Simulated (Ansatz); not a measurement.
# Gap against strain: armchair BP nanoribbon (N = 4, H edges)

Set-up. Ansatz 0.2.0, plane waves with PAW datasets, PBE, Fermi-Dirac smearing of 0.05 eV, no spin-orbit coupling. The period is scaled from its relaxed value of 5.603 Å and the atoms relax, within the symmetry of the start, at each strain ε (in %); gaps, in eV, are read on a band path.

| period (Å) | energy (eV a cell) | place of the conduction minimum (Γ = 0, Z = 1) | ε | gap |
| --- | --- | --- | --- | --- |
| 5.379 | +0.173 | 0.00 | −4 | 1.721 |
| 5.491 | +0.041 | 0.00 | −2 | 1.774 |
| 5.603 | 0.000 | 0.00 | 0 | 1.713 |
| 5.715 | +0.041 | 0.00 | 2 | 1.645 |
| 5.827 | +0.159 | 0.00 | 4 | 1.581 |

One run is withheld: period (Å) = 5.939, with ε = 6. Fit a straight line gap = a + b × ε to the 5 rows shown and predict it.

**Fit.** The means are 0 for ε and 1.687 for gap. The sum of products of deviations is −0.8186 and the sum of squares in ε is 40, so b = −0.8186 / 40 = −0.02046 and a = 1.687 − (−0.02046) × 0 = 1.687. The residuals' standard deviation, with 3 degrees of freedom, is σ = 0.044.

**Prediction.** gap = 1.687 + (−0.02046) × 6 = 1.564. The run gave 1.527, so the prediction less the run is +0.037. The standard error of a prediction there, σ√(1 + 1/5 + (6 − 0)²/40), is 0.063, and the miss is 0.58 times that, for a point outside the fitted range. With so few rows σ is itself uncertain.

The gap does not move one way: it turns somewhere between ε = -4 and 0 %, and the true extreme can lie between the rows, beyond the values shown.

**Limits.** Kohn-Sham gaps of a wire among periodic images, which in a check on one flat ribbon (7 Å apart) lowered the gap by 0.2 eV and flattened the slope; the slope b × 100 is a mean deformation potential of the gap, in eV per unit strain. Between neighbouring runs it lies between −3.4 and 2.7 eV, so a bend, a kink or scatter between runs makes one line a rough account. The unstrained row comes from a denser mesh than the others, which shifts its energy a little. Series of this kind are told only where this holds: a gap at every strain (compound wires with polar facets were set aside first). 88 of 101 did.
